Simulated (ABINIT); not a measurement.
## InP (F-43m): G0W0 in ABINIT against the plane-wave cutoff

Aim: move the plane-wave cutoff of a G0W0 run on InP (F-43m) over a wide range.

Main program and level: ABINIT 10.8.3; PBE and many-body steps on it, plane waves.

Most raw output is cut from this account.

The database entry behind the starting cell differs from later determinations by our own check (0.1 to 0.3 % short, probably kX units), so it need not match the best structure at ambient conditions.

**1. The structure**

The structure is cubic, space group F-43m (No. 216). Conventional cell: a = 5.861 Å, b = 5.861 Å, c = 5.861 Å, α = 90.00°, β = 90.00°, γ = 90.00°. In has 4 P at 2.54 Å nearest. Nearest to P lie 4 In at 2.54 Å. Farther neighbours are not listed.

The cell and positions come from the Crystallography Open Database and are kept as given unless a step says otherwise.

**2. Empty states on the mesh, 4×4×4 mesh, 340 bands**

This step: ABINIT 10.8.3; DFT, PBE, plane waves, norm-conserving pseudopotentials.

The sums over transitions need many empty states on a uniform mesh; this step solves for them.

Contents of run.abi:

```
acell 3*1.0 Angstrom
rprim 
  -0.000000000000 2.930500000000 2.930500000000
  2.930500000000 -0.000000000000 2.930500000000
  2.930500000000 2.930500000000 -0.000000000000
ntypat 2
znucl 49 15
natom 2
typat 1 2
xred 
  0.000000000000 0.000000000000 0.000000000000
  0.250000000000 0.250000000000 0.250000000000
pp_dirpath "pseudos"
pseudos "In.upf, P.upf"
ecut 31
ngkpt 4 4 4
nshiftk 1
shiftk 0 0 0
kptopt 1
chksymbreak 0
irdden 1
istwfk *1
nband 340
prtvol 0
optdriver 6
gwr_task "HDIAGO"
paral_kgb 0
occopt 1
indata_prefix "in"
outdata_prefix "out"
tmpdata_prefix "tmp"
```

Command:

```
OMP_NUM_THREADS=1 mpirun -n 4 abinit run.abi > log
```

The job ended after 42 s (4 MPI ranks of Arm Neoverse V1, shared host; peak memory 2 GiB; 2.8 min of CPU time).

This step gave:

- gap: 0.7094 eV
- k of the valence top: 0, 0, 0
- k of the conduction bottom: 0, 0, 0
- least direct gap: 0.7094 eV
- k points computed: 8
- lowest point of the top converged band, above the valence top: 186.6965 eV

On this mesh the gap is 0.709 eV.

The density comes from a self-consistent run that is not shown.

**3. Empty states on the mesh, 4×4×4 mesh, 98 bands**

Edit run.abi of step 2 so:

```diff
@@ -14,3 +14,3 @@
 pseudos "In.upf, P.upf"
-ecut 31
+ecut 19
 ngkpt 4 4 4
@@ -22,3 +22,3 @@
 istwfk *1
-nband 340
+nband 98
 prtvol 0
```

Elapsed: 6.8 s, on 4 MPI ranks; peak memory 0.65 GiB.

Numbers from this step:

```yaml
gap: 0.6742 eV
k_of_the_valence_top: 0, 0, 0
k_of_the_conduction_bottom: 0, 0, 0
least_direct_gap: 0.6742 eV
k_points_computed: 8
lowest_point_of_the_top_converged_band_above_the_valence_top: 69.2591 eV
```

On this mesh the gap is 0.674 eV.

**4. Empty states on the mesh, 4×4×4 mesh, 98 bands**

Edit run.abi of step 3 so:

```diff
@@ -14,3 +14,3 @@
 pseudos "In.upf, P.upf"
-ecut 19
+ecut 25
 ngkpt 4 4 4
```

The job ended after 18 s (4 MPI ranks; peak memory 1.1 GiB).

This step gave:

```
gap                                                           : 0.7081 eV
k of the valence top                                          : 0, 0, 0
k of the conduction bottom                                    : 0, 0, 0
least direct gap                                              : 0.7081 eV
k points computed                                             : 8
lowest point of the top converged band, above the valence top : 69.0029 eV
```

On this mesh the gap is 0.708 eV.

**5. Empty states on the mesh, 4×4×4 mesh, 98 bands**

Edit run.abi of step 4 so:

```diff
@@ -14,3 +14,3 @@
 pseudos "In.upf, P.upf"
-ecut 25
+ecut 39
 ngkpt 4 4 4
@@ -20,2 +20,3 @@
 chksymbreak 0
+iscf -2
 irdden 1
@@ -23,7 +24,6 @@
 nband 98
+nbdbuf 8
+tolwfr 1e-09
+nstep 60
 prtvol 0
-optdriver 6
-gwr_task "HDIAGO"
-paral_kgb 0
-occopt 1
 indata_prefix "in"
```

It took 26 s on 4 MPI ranks; peak memory 0.33 GiB.

This step gave:

| Item | Value |
| --- | --- |
| gap | 0.7091 eV |
| k of the valence top | 0, 0, 0 |
| k of the conduction bottom | 0, 0, 0 |
| least direct gap | 0.7091 eV |
| k points computed | 8 |
| lowest point of the top converged band, above the valence top | 68.9583 eV |

On this mesh the gap is 0.709 eV.

**6. Screening, 4×4×4 mesh, 90 bands, screening to 163.3 eV**

The RPA dielectric matrix is built and inverted for each q.

This step: RPA screening on PBE, plane waves, norm-conserving pseudopotentials.

Edit run.abi of step 5 so:

```diff
@@ -14,3 +14,3 @@
 pseudos "In.upf, P.upf"
-ecut 39
+ecut 19
 ngkpt 4 4 4
@@ -20,10 +20,11 @@
 chksymbreak 0
-iscf -2
-irdden 1
 istwfk *1
-nband 98
-nbdbuf 8
-tolwfr 1e-09
-nstep 60
-prtvol 0
+occopt 1
+irdwfk 1
+optdriver 3
+nband 90
+ecuteps 6
+inclvkb 2
+awtr 1
+symchi 1
 indata_prefix "in"
```

It took 17 s on 4 MPI ranks; peak memory 0.49 GiB.

Numbers from this step:

- ε∞ with local fields, on this mesh, along the program's q direction: 47.75
- the same without local fields: 50.43
- plasma frequency: 22.21 eV
- plane waves in the screening matrix: 259

Local fields lower ε∞ by 5 %. On a Γ-centred mesh this coarse the value itself is usually too large, while a short band sum pulls it down.

**7. 19 Ha**

This step: G0W0 on PBE, plane waves, norm-conserving pseudopotentials.

Edit run.abi of step 6 so:

```diff
@@ -23,8 +23,15 @@
 irdwfk 1
-optdriver 3
+optdriver 4
 nband 90
+gwcalctyp 0
+ecutsigx 19
+symsigma 1
+nkptgw 1
+kptgw 
+  0.0000000000 0.0000000000 0.0000000000
+bdgw 
+  7 13
 ecuteps 6
-inclvkb 2
-awtr 1
-symchi 1
+irdscr 1
+ppmodel 1
 indata_prefix "in"
```

The job ended after 6.6 s (4 MPI ranks; peak memory 0.55 GiB; 26 s of CPU time).

This step gave:

```
G0W0 gap on the points computed              : 0.9490 eV
starting gap on the mesh                     : 0.6742 eV
k of the valence top                         : 0, 0, 0
k of the conduction bottom                   : 0, 0, 0
Z at the valence top                         : 0.772
Z at the conduction bottom                   : 0.785
least direct G0W0 gap on the computed points : 0.9490 eV
```

**8. Screening, 4×4×4 mesh, 90 bands, screening to 163.3 eV**

This step: RPA screening on PBE, plane waves, norm-conserving pseudopotentials.

Edit run.abi of step 7 so:

```diff
@@ -14,3 +14,3 @@
 pseudos "In.upf, P.upf"
-ecut 19
+ecut 25
 ngkpt 4 4 4
@@ -23,15 +23,8 @@
 irdwfk 1
-optdriver 4
+optdriver 3
 nband 90
-gwcalctyp 0
-ecutsigx 19
-symsigma 1
-nkptgw 1
-kptgw 
-  0.0000000000 0.0000000000 0.0000000000
-bdgw 
-  7 13
 ecuteps 6
-irdscr 1
-ppmodel 1
+inclvkb 2
+awtr 1
+symchi 1
 indata_prefix "in"
```

Elapsed: 20 s, on 4 MPI ranks; peak memory 0.6 GiB; 79 s of CPU time.

Numbers from this step:

```yaml
eps_infinity_with_local_fields_on_this_mesh_along_the_program_s_q_direction: 42.96
the_same_without_local_fields: 45.39
plasma_frequency: 22.21 eV
plane_waves_in_the_screening_matrix: 259
```

**9. 25 Ha**

The self-energy is evaluated for the states that the input lists, and the levels follow from it, in one-shot runs by the linearised quasiparticle equation.

This step: G0W0 on PBE, plane waves, norm-conserving pseudopotentials.

Edit run.abi of step 8 so:

```diff
@@ -23,8 +23,15 @@
 irdwfk 1
-optdriver 3
+optdriver 4
 nband 90
+gwcalctyp 0
+ecutsigx 25
+symsigma 1
+nkptgw 1
+kptgw 
+  0.0000000000 0.0000000000 0.0000000000
+bdgw 
+  7 13
 ecuteps 6
-inclvkb 2
-awtr 1
-symchi 1
+irdscr 1
+ppmodel 1
 indata_prefix "in"
```

Run time: 6.8 s. Hardware: 4 MPI ranks; peak memory 0.63 GiB.

Numbers from this step:

| Quantity | Value |
| --- | --- |
| G0W0 gap on the points computed | 0.9990 eV |
| starting gap on the mesh | 0.7081 eV |
| k of the valence top | 0, 0, 0 |
| k of the conduction bottom | 0, 0, 0 |
| Z at the valence top | 0.772 |
| Z at the conduction bottom | 0.786 |
| least direct G0W0 gap on the computed points | 0.9990 eV |

The gap on the mesh goes from 0.71 eV to 1.00 eV, a correction of +0.29 eV.

**10. Screening, 4×4×4 mesh, 90 bands, screening to 163.3 eV**

This step: RPA screening on PBE, plane waves, norm-conserving pseudopotentials.

Edit run.abi of step 9 so:

```diff
@@ -14,3 +14,3 @@
 pseudos "In.upf, P.upf"
-ecut 25
+ecut 31
 ngkpt 4 4 4
@@ -23,15 +23,8 @@
 irdwfk 1
-optdriver 4
+optdriver 3
 nband 90
-gwcalctyp 0
-ecutsigx 25
-symsigma 1
-nkptgw 1
-kptgw 
-  0.0000000000 0.0000000000 0.0000000000
-bdgw 
-  7 13
 ecuteps 6
-irdscr 1
-ppmodel 1
+inclvkb 2
+awtr 1
+symchi 1
 indata_prefix "in"
```

The job ended after 23 s (4 MPI ranks; peak memory 0.74 GiB).

This step gave:

```
ε∞ with local fields, on this mesh, along the program's q direction : 42.78
the same without local fields                                       : 45.20
plasma frequency                                                    : 22.21 eV
plane waves in the screening matrix                                 : 259
```

**11. 31 Ha**

This step: G0W0 on PBE, plane waves, norm-conserving pseudopotentials.

Edit run.abi of step 10 so:

```diff
@@ -23,8 +23,15 @@
 irdwfk 1
-optdriver 3
+optdriver 4
 nband 90
+gwcalctyp 0
+ecutsigx 31
+symsigma 1
+nkptgw 1
+kptgw 
+  0.0000000000 0.0000000000 0.0000000000
+bdgw 
+  7 13
 ecuteps 6
-inclvkb 2
-awtr 1
-symchi 1
+irdscr 1
+ppmodel 1
 indata_prefix "in"
```

Elapsed: 7.1 s, on 4 MPI ranks; peak memory 0.72 GiB.

This step gave:

* G0W0 gap on the points computed: 1.004 eV
* starting gap on the mesh: 0.7094 eV
* k of the valence top: 0, 0, 0
* k of the conduction bottom: 0, 0, 0
* least direct G0W0 gap on the computed points: 1.004 eV

Against the run before, the gap moves by +0.005 eV.

**12. Screening, 4×4×4 mesh, 90 bands, screening to 163.3 eV**

This step: RPA screening on PBE, plane waves, norm-conserving pseudopotentials.

Edit run.abi of step 11 so:

```diff
@@ -14,3 +14,3 @@
 pseudos "In.upf, P.upf"
-ecut 31
+ecut 39
 ngkpt 4 4 4
@@ -23,15 +23,8 @@
 irdwfk 1
-optdriver 4
+optdriver 3
 nband 90
-gwcalctyp 0
-ecutsigx 31
-symsigma 1
-nkptgw 1
-kptgw 
-  0.0000000000 0.0000000000 0.0000000000
-bdgw 
-  7 13
 ecuteps 6
-irdscr 1
-ppmodel 1
+inclvkb 2
+awtr 1
+symchi 1
 indata_prefix "in"
```

The job ended after 25 s (4 MPI ranks; peak memory 0.88 GiB).

This step gave:

```
ε∞ with local fields, on this mesh, along the program's q direction : 42.78
the same without local fields                                       : 45.21
plasma frequency                                                    : 22.21 eV
plane waves in the screening matrix                                 : 259
```

**13. 39 Ha**

This step: G0W0 on PBE, plane waves, norm-conserving pseudopotentials.

Edit run.abi of step 12 so:

```diff
@@ -23,8 +23,15 @@
 irdwfk 1
-optdriver 3
+optdriver 4
 nband 90
+gwcalctyp 0
+ecutsigx 39
+symsigma 1
+nkptgw 1
+kptgw 
+  0.0000000000 0.0000000000 0.0000000000
+bdgw 
+  7 13
 ecuteps 6
-inclvkb 2
-awtr 1
-symchi 1
+irdscr 1
+ppmodel 1
 indata_prefix "in"
```

It took 7.6 s on 4 MPI ranks; peak memory 0.79 GiB.

This step gave:

```yaml
g0w0_gap_on_the_points_computed: 1.005 eV
starting_gap_on_the_mesh: 0.7091 eV
k_of_the_valence_top: 0, 0, 0
k_of_the_conduction_bottom: 0, 0, 0
least_direct_g0w0_gap_on_the_computed_points: 1.005 eV
```

Against the run before, the gap moves by +0.001 eV.

**14. Side by side**

Times are wall times on 4 MPI ranks of Arm Neoverse V1, shared host, good to a factor of about two. A run's time includes the screening step that it read.

```csv
run,mesh,bands,screening cutoff (eV),DFT gap (eV),gap on the mesh (eV),direct (eV),ε∞ used,time
19 Ha,4×4×4,90,163.3,0.674,0.949,0.949,47.75,24 s
25 Ha,4×4×4,90,163.3,0.708,0.999,0.999,42.96,27 s
31 Ha,4×4×4,90,163.3,0.709,1.004,1.004,42.78,30 s
39 Ha,4×4×4,90,163.3,0.709,1.005,1.005,42.78,32 s
```

**15. What came out**

```yaml
19_ha: 0.949 eV
25_ha: 0.999 eV
31_ha: 1.004 eV
39_ha: 1.005 eV
known_limits: not at the basis limit; exchange with frozen shells missing; mesh may overstate the screening; no spin-orbit coupling; coarse k mesh
```

The setting moved: plane-wave cutoff. From 19 Ha to 39 Ha the gap moves by +0.06 eV. It holds to 0.03 eV from 25 Ha on. Bands and screening cutoff are coupled, so a series along one setting does not show full convergence. Bands and cutoff are finite, so the gap is not at the basis limit. The miss can reach some tenths of an eV and take either sign; the mesh is an error of its own. In the G0W0 runs levels were corrected at 1 k point alone, so a gap called «on the mesh» is the least over those, and an edge elsewhere would be missed. The 4×4×4 mesh is coarse for this cell, which bears on the long-range parts of exchange and screening. The norm-conserving file of at least one element keeps a d shell over frozen s and p shells of the same row. Exchange with those shells is missing from the self-energy, an error of 0.3 to 0.9 eV in cases checked, whose sign depends on which edge lies on those atoms. For the PBE start: The RPA ε∞ on this mesh reaches over 25; with a narrow direct gap a coarse mesh can overstate it, and the correction is then too small. The many-body steps are scalar-relativistic: spin-orbit coupling is not in them.

[Paths, hosts, dates, memory and timing lines, banners, echoed tables and standing remarks are left out of the program output.]

[Logs are printed without paths, hosts, clocks, repeated set-up lines and the standing remarks that a program may print on its own settings, such as how far it seeks lower states.]

[Runs of the session that timed out or met a known fault of the program may be left out.]

[Hosts, paths, dates, database ids (printed as entryN), source tags and the programs' standing remarks are cut or masked in the printed files.]

[G0W0 gaps are taken among the corrected bands and points alone; a level outside them can change the order at an edge.]

[Where Ansatz stands beside ABINIT at settings called matched, ABINIT's density can come from a denser mesh and the files from another edition; pairs whose starting gaps differed by over 0.03 eV were left out, so agreement reads better than it is.]
